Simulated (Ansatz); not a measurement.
# KLuFe3Co, from a guessed structure to a relaxed one, part 2 of 2

Starting from a made-up structure for KLuFe3Co, the aim is the relaxed cell, its shortest contacts and, where a second run follows, its electronic structure.

Ansatz 0.2.0; DFT, PBEsol, plane-wave PAW, files of the set soft_1, scalar-relativistic, ferromagnetic start, cell and ions relaxed at zero pressure; PAW set soft_1 (the session's first sound run).

So far: Set-up; Relaxation of the guess. The relaxed cell has a = 5.369, c = 4.075 Å (conventional setting).

## Step 3: Electronic structure of the relaxed cell

With the geometry fixed, one more self-consistent run, with a narrower smearing and the mesh shown in its input, gives the bands, and its pressure, and its forces where symmetry allows any, show how far the geometry depends on these settings.

This step: DFT, PBEsol, plane-wave PAW, files of the set soft_1, scalar-relativistic, ferromagnetic start, bands and density of states at the relaxed cell; PAW set soft_1 (Ansatz 0.2.0).

Input file input.yaml:

```yaml
crystal:
  lattice:
    - [5.3689201281, 0.0, 0.0]
    - [-2.6844600641, 4.6496212219, 0.0]
    - [0.0, 0.0, 4.0753653228]
  atoms:
    - { symbol: Lu, position: [0.6666666667, 0.3333333333, 0.0] }
    - { symbol: Co, position: [0.3333333333, 0.6666666667, 0.0], spin: 1.3 }
    - { symbol: Fe, position: [0.1928931374, 0.3857862749, 0.5], spin: 2.3 }
    - { symbol: Fe, position: [0.1928931374, 0.8071068626, 0.5], spin: 2.3 }
    - { symbol: Fe, position: [0.6142137251, 0.8071068626, 0.5], spin: 2.3 }
    - { symbol: K, position: [0.0, 0.0, 0.0] }
magnetization:
  spin_polarized: true
kpoints:
  mp_grid: { grid: [8, 8, 8] }
  band_path:
    path:
      - [[0.0, 0.0, 0.0], [0.5, 0.0, 0.0], [0.33333333, 0.33333333, 0.0], [0.0, 0.0, 0.0], [0.0, 0.0, 0.5], [0.5, 0.0, 0.5], [0.33333333, 0.33333333, 0.5], [0.0, 0.0, 0.5]]
      - [[0.5, 0.0, 0.5], [0.5, 0.0, 0.0]]
      - [[0.33333333, 0.33333333, 0.0], [0.33333333, 0.33333333, 0.5]]
    npoints: 8
scf:
  occupations: { method: fermi_dirac, width: 0.03 }
  n_extra_bands: 15
hamiltonian:
  xc: pbesol
  pseudopotentials: { kind: paw, azcp: { folder: soft_1 }, xc_functional: pbe }
output:
  forces: true
  stress: true
  write_bands: true
  dos: { projected: true }
  write_density: true
  write_potential: true
  elf: true
  volumetric_format: npy
```

Run with:

```
ansatz run input.yaml --threads 4 --pin off --max-ram 10240MiB --backend cpu --events-out ev --progress --plain --runs-dir out
```

Numbers of over 12 decimals in the logs are rounded to 6 here.

Log:

```text
Lu: projections on atomic orbitals take those of the free atom [Kr 4d10] 4f14 5s2 5p6 5d1 6s2, of charge +0.00 (hamiltonian.pseudopotentials.projection_atoms); the dataset's partial waves leave at most 4.6e-5 of an orbital's norm unspanned inside its sphere
[...]
Crystal: 6 atoms, lattice volume = 101.735 Å³
Basis set: ecut = 420 eV, 1975 PW (Γ), exchange–correlation on 72×72×60 points (8 copies of the dense FFT grid, shifted against one another)
Bands: 65, of which v1, the nominal top of the filled ones, is band 50 counted from 1 (49 counted from 0)
Symmetry: 12 space group operations
[...]
k-points: 50 of 512 (time reversal used)
[...]
Starting moments: Σ|m| = 8.2 μB on 4 of 6 sites
[...]
SCF iter   1: F=—  HF=-34562.276368 eV  |F-HF|=—  |Δ(HF+E_count)|=         —  Δρ=6.20e-2 (↑2.54e-2 ↓6.20e-2)  dr2=6.33e0  dr2_m=5.69e-1  M=8.310 μB ∫|m|=8.809 μB  β_m=0.30  ethr=3.10e-3  ⟨swp⟩=6.3  Hψ=29093  notcnv=0  defer=11
[...]
SCF iter  17: F=-34562.692794 eV  HF=-34562.692794 eV  |F-HF|=3.13e-8  |Δ(HF+E_count)|=   2.23e-9  Δρ=3.53e-6 (↑2.14e-6 ↓3.53e-6)  dr2=3.17e-8  dr2_m=5.84e-10  M=8.148 μB ∫|m|=9.478 μB  ethr=3.75e-11  ⟨swp⟩=17.5  Hψ=61436  notcnv=0
SCF 1 converged in 17 iterations: F = -34562.692794 eV  dr2 = 3.17e-8
[...]
NSCF: frozen V_eff on 75 k-points
SCF converged after 17 iterations
Magnetization: 8.1483 μB (53.5742 up, 45.4258 down)
Absolute magnetization: 9.4857 μB (∫|ρ↑−ρ↓|, with the PAW one-centre terms)
[...]
Per-site moments (μB) at R_I (Å): [(-0.186921, 1.278646), (1.301891, 0.998365), (2.345902, 0.933090), (2.345902, 0.933090), (2.345902, 0.933090), (0.017486, 1.119824)]
Free energy (F): -34562.692794 eV
[...]
Internal energy: -34562.676676 eV  (E = F + TS)
E sigma→0 (E₀):  -34562.684735 eV
Entropy (-TS):   -0.016118 eV (-2.686 meV/atom)
Fermi energy:    13.849579 eV
[...]
--- Forces (eV/Å), atoms counted from 1 ---
  atom   1  Lu    -0.00000000     0.00000000     0.00000000
  atom   2  Co    -0.00000000     0.00000000     0.00000000
  atom   3  Fe     0.00000000    -0.00097091     0.00000000
  atom   4  Fe    -0.00084083     0.00048546     0.00000000
  atom   5  Fe     0.00084083     0.00048546     0.00000000
  atom   6  K      0.00000000    -0.00000000     0.00000000
  max |Σ_I F_I| component: 7.86e-17 eV/Å
--- Stress (GPa, compression-positive) ---
        0.161653       0.000000       0.000000
        0.000000       0.161653       0.000000
        0.000000       0.000000      -0.279381
  P = ⅓ Tr σ = 0.0146 GPa (0.146 kbar)
--- Band table (eV; the first three rows and the last of 100) ---
  k-point 0 ↑: bands = [... 46 lower, 12.3149, 12.5288, 12.5288, 12.5292, 12.5292, 13.6336, 14.1584, 14.7595, ... 11 higher]
  k-point 1 ↑: bands = [... 46 lower, 12.3081, 12.4210, 12.4210, 12.8243, 12.8243, 13.6344, 14.2465, 14.6217, ... 11 higher]
  k-point 2 ↑: bands = [... 46 lower, 12.3090, 12.4357, 12.4357, 13.2027, 13.2027, 13.6362, 13.9889, 14.2834, ... 11 higher]
  k-point 49 ↓: bands = [... 46 lower, 14.0284, 14.1644, 14.2766, 14.5601, 14.8212, 15.2254, 15.4643, 15.5694, ... 11 higher]
```

Run time: 41 s. Hardware: 4 threads of INTEL XEON PLATINUM 8581C at 2.10GHz (Emerald Rapids), shared host; peak memory 0.9 GiB; 2.5 min of CPU time.

Reading the cycles: dr2 is the Hartree energy of the density residual (eV), the measure of convergence; HF is the Harris–Foulkes estimate of the energy, which meets the free energy F at convergence.

Numbers from this step:

- free energy: -34562.6928 eV
- energy at zero smearing: -34562.6847 eV
- smearing term TS: 0.01612 eV
- Fermi energy: 13.85 eV
- magnetization: 8.148 μB
- absolute magnetization: 9.486 μB
- site moments: -0.1869, 1.302, 2.346, 2.346, 2.346, 0.01749 μB
- pressure: 0.01464 GPa

From bands.tsv, the bands that come nearest the Fermi level along the path, at its corners, in eV from the Fermi level:

```
point  band_52_up  band_53_up  band_54_up  band_43_dn  band_44_dn  band_45_dn  band_46_dn  band_47_dn
    Γ        0.31        0.91        0.91       -0.71        0.15        0.15        1.03        1.03
    M       -1.14        0.16        0.98       -0.17       -0.03        0.06        0.12        0.16
    K       -1.15       -0.85        1.29       -0.01        0.05        0.08        0.25        0.38
    Γ        0.31        0.91        0.91       -0.71        0.15        0.15        1.03        1.03
    A       -0.21        0.54        0.54       -0.24       -0.22       -0.22        0.82        0.91
    L       -0.32        0.21        0.23       -0.65       -0.56       -0.07        0.17        0.37
    H       -0.31        0.15        0.20       -0.52       -0.20        0.03        0.18        0.30
    A       -0.21        0.54        0.54       -0.24       -0.22       -0.22        0.82        0.91
    L       -0.32        0.21        0.23       -0.65       -0.56       -0.07        0.17        0.37
    M       -1.14        0.16        0.98       -0.17       -0.03        0.06        0.12        0.16
    K       -1.15       -0.85        1.29       -0.01        0.05        0.08        0.25        0.38
    H       -0.31        0.15        0.20       -0.52       -0.20        0.03        0.18        0.30
```

Spin density in the ab plane at fractional z = 0.000, with atoms of Lu and Co and K within 0.2 Å of it.

Ten even steps from '0' (0.0 e/Å³) to '9' (4.0 e/Å³), each cell a mean:
```
000000000000000
000000000000000
000000000000000
000003200000000
000049300000000
000154000000000
000010000000000
000000000000000
000000000000000
000000000000000
000000000000000
000000000000000
000000000000000
000000000000000
000000000000000
```
Columns run along a (5.4 Å), rows up along b (5.4 Å). Atoms in or near the plane, at fractional coordinates: Lu at (0.67, 0.33), Co at (0.33, 0.67), K at (0.00, 0.00).

Valence density in the ab plane at fractional z = 0.000, with atoms of Lu and Co and K within 0.2 Å of it. It is the smooth field of the valence electrons, not physical close to the nuclei.

Ten steps, logarithmic in the rise over the least value, from '_' (0 e/Å³) to '@' (43 e/Å³), each cell a mean:
```
==--..__________________::==++
--..________....________::--==
..______..--==::..______..::::
______..++##**==..____________
____..==%%@@##--______________
____::++%%%%++..______________
____::==++==..______......____
____..::::..______::==++--..__
________________::**%%##++..__
______________..++%%@@%%==..__
______________--**@@%%**::____
__....________--++**++::______
----::..______..----..______..
====--..__________________..--
++==--__________________..--==
```
Columns run along a (5.4 Å), rows up along b (5.4 Å). Atoms in or near the plane, at fractional coordinates: Lu at (0.67, 0.33), Co at (0.33, 0.67), K at (0.00, 0.00).

Electrostatic potential energy in the ab plane at fractional z = 0.000, with atoms of Lu and Co and K within 0.2 Å of it. With pseudopotentials it is smooth inside the atoms' cores, unlike the true potential.

Values in eV, 15 rows by 15 columns, each cell a mean:
```
-33 -18   3  13  15  15  15  14  15  15  15  12  -1 -23 -34
-15   2  12  15  15  11   7   9  13  15  15  11  -1 -18 -23
  6  13  15  14   4 -12 -18  -8   9  15  15  12   6  -1  -1
 14  15  14   3 -22 -31 -32 -18   8  15  15  13  11  10  11
 15  15   8 -18 -31 -28 -31 -12  11  15  15  13  12  12  13
 15  14  -1 -28 -32 -31 -22   4  14  14  12   9   8  10  13
 14  13  -1 -22 -28 -18   2  13  14  10   3  -3  -1   5  11
 14  14   8  -1  -1   8  14  13   8  -6 -26 -32 -19   0  10
 15  15  14  13  14  15  14   9  -8 -38 -53 -53 -32  -2  11
 15  15  15  15  15  15  11  -1 -32 -54 -54 -53 -26   3  12
 14  14  13  14  14  13   7 -12 -47 -54 -54 -38  -6   9  13
  9   6   7  11  12  11   5 -12 -37 -47 -32  -8   6  11  12
-10 -14  -6   6  11  11   7  -2 -12 -12  -1   7  11  10   3
-30 -29 -14   5  12  12  10   8   6   8  11  12  11   1 -18
-36 -30 -10   9  14  14  14  13  13  14  14  13   6 -15 -33
```
Columns run along a (5.4 Å; values clipped at the 3rd and 97th percentile), rows up along b (5.4 Å). Atoms in or near the plane, at fractional coordinates: Lu at (0.67, 0.33), Co at (0.33, 0.67), K at (0.00, 0.00).

## Step 4: Summary of results

| Item | Value |
| --- | --- |
| space group, relaxed | P-6m2 |
| conventional cell | a = 5.369, b = 5.369, c = 4.075 Å; α = 90.0°, β = 90.0°, γ = 120.0° |
| volume per atom | 16.96 Å³ (guess 22.51) |
| total moment | 8.15 μB in the cell of 6 atoms |

**Reading.** KLuFe3Co relaxes to P-6m2 with a = 5.369, b = 5.369 and c = 4.075 Å. The guessed volume was 33 % too large. The space group P-6m2 was held in the relaxation, so the end point is a stationary structure within it and may be a saddle against distortions or other arrangements. The input starts from parallel moments, and no other start was typed. Bands cross the Fermi level, so it is a metal or semimetal at this level. On the 8×8×8 mesh with the narrower smearing (relaxed on 6×6×6) the largest force component is 0.001 eV/Å and the largest stress component is 0.279 GPa, against the relaxation's thresholds of 0.015 eV/Å and 0.05 GPa. The cutoff wasn't tested. A vector of the cell changed its length by 13 %, more than the volume shows. Spin-orbit coupling is left out, which can matter for elements this heavy. No dispersion term is used, so weakly bound directions may come out too long. Nothing here tests whether the compound is stable against decomposition.

[Logs are printed without paths, hosts, clocks, repeated set-up lines and the standing remarks that a program may print on its own settings, such as how far it seeks lower states.]

[Hosts, paths, dates, database ids (printed as entryN), source tags and the programs' standing remarks are cut or masked in the printed files.]
